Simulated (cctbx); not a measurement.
## HfAl2Pt3 across an absorption edge

Space group P6/mmm (no. 191), a = 5.5830 Å, b = 5.5830 Å, c = 3.5470 Å, α = 90.00°, β = 90.00°, γ = 120.00°.

| atom | mult. | x | y | z | Ueq (Å²) |
| --- | --- | --- | --- | --- | --- |
| Pt1 | 3 | 0 | 1/2 | 1/2 | 0.0137 |
| Hf1 | 1 | 0 | 0 | 0 | 0.0122 |
| Al1 | 2 | 2/3 | 1/3 | 0 | 0.0303 |

This is a model crystal, built by substitution and not relaxed, with assumed displacement parameters.

Calculated with cctbx: free-atom f′ and f″ from the Sasaki tables, no fine structure; amplitudes in electrons.

| E (eV) | F 1 1 0 | F 0 0 1 | F 0 1 1 | F 0 2 1 |
| --- | --- | --- | --- | --- |
| 8961 | 10.2 | 117.6 | 104.1 | 120.3 |
| 9311 | 8.8 | 118.4 | 102.0 | 121.1 |
| 9441 | 7.3 | 119.6 | 100.3 | 122.2 |
| 9501 | 6.1 | 120.7 | 98.9 | 123.3 |
| 9531 | 4.7 | 122.0 | 97.5 | 124.5 |
| 9546 | 3.4 | 123.4 | 96.1 | 125.9 |
| 9553 | 2.2 | 124.7 | 94.8 | 127.1 |
| 9557 | 1.2 | 126.0 | 93.4 | 128.4 |
| 9565 | 5.5 | 125.9 | 93.9 | 128.3 |
| 9569 | 5.8 | 124.3 | 95.4 | 126.7 |
| 9576 | 6.3 | 122.9 | 96.8 | 125.4 |
| 9591 | 7.2 | 121.4 | 98.2 | 123.9 |
| 9621 | 8.2 | 119.8 | 99.6 | 122.4 |
| 9711 | 9.7 | 117.6 | 101.4 | 120.3 |
| 9961 | 11.5 | 114.8 | 102.9 | 117.5 |

**Question.** Which edge is crossed, and why do the reflections move as they do?

The L3 edge of Hf. The edge is at 9561 eV. f′ of Hf falls from -12.1 e at 9441 eV to -19.1 e at 4 eV below it, and f″ steps from 3.77 to 10.51 e across it. Over that approach |F| changes by -84 % (1 1 0), +5 % (0 0 1), -7 % (0 1 1) and +5 % (0 2 1): a reflection falls where Hf scatters in phase with the total and rises where it scatters against it; it hardly moves where the Hf term is small or cancels by symmetry. Above the edge the larger f″ enters the imaginary part, where it can add to or cancel the other atoms' f″. The structure is centrosymmetric, so Friedel mates stay equal.
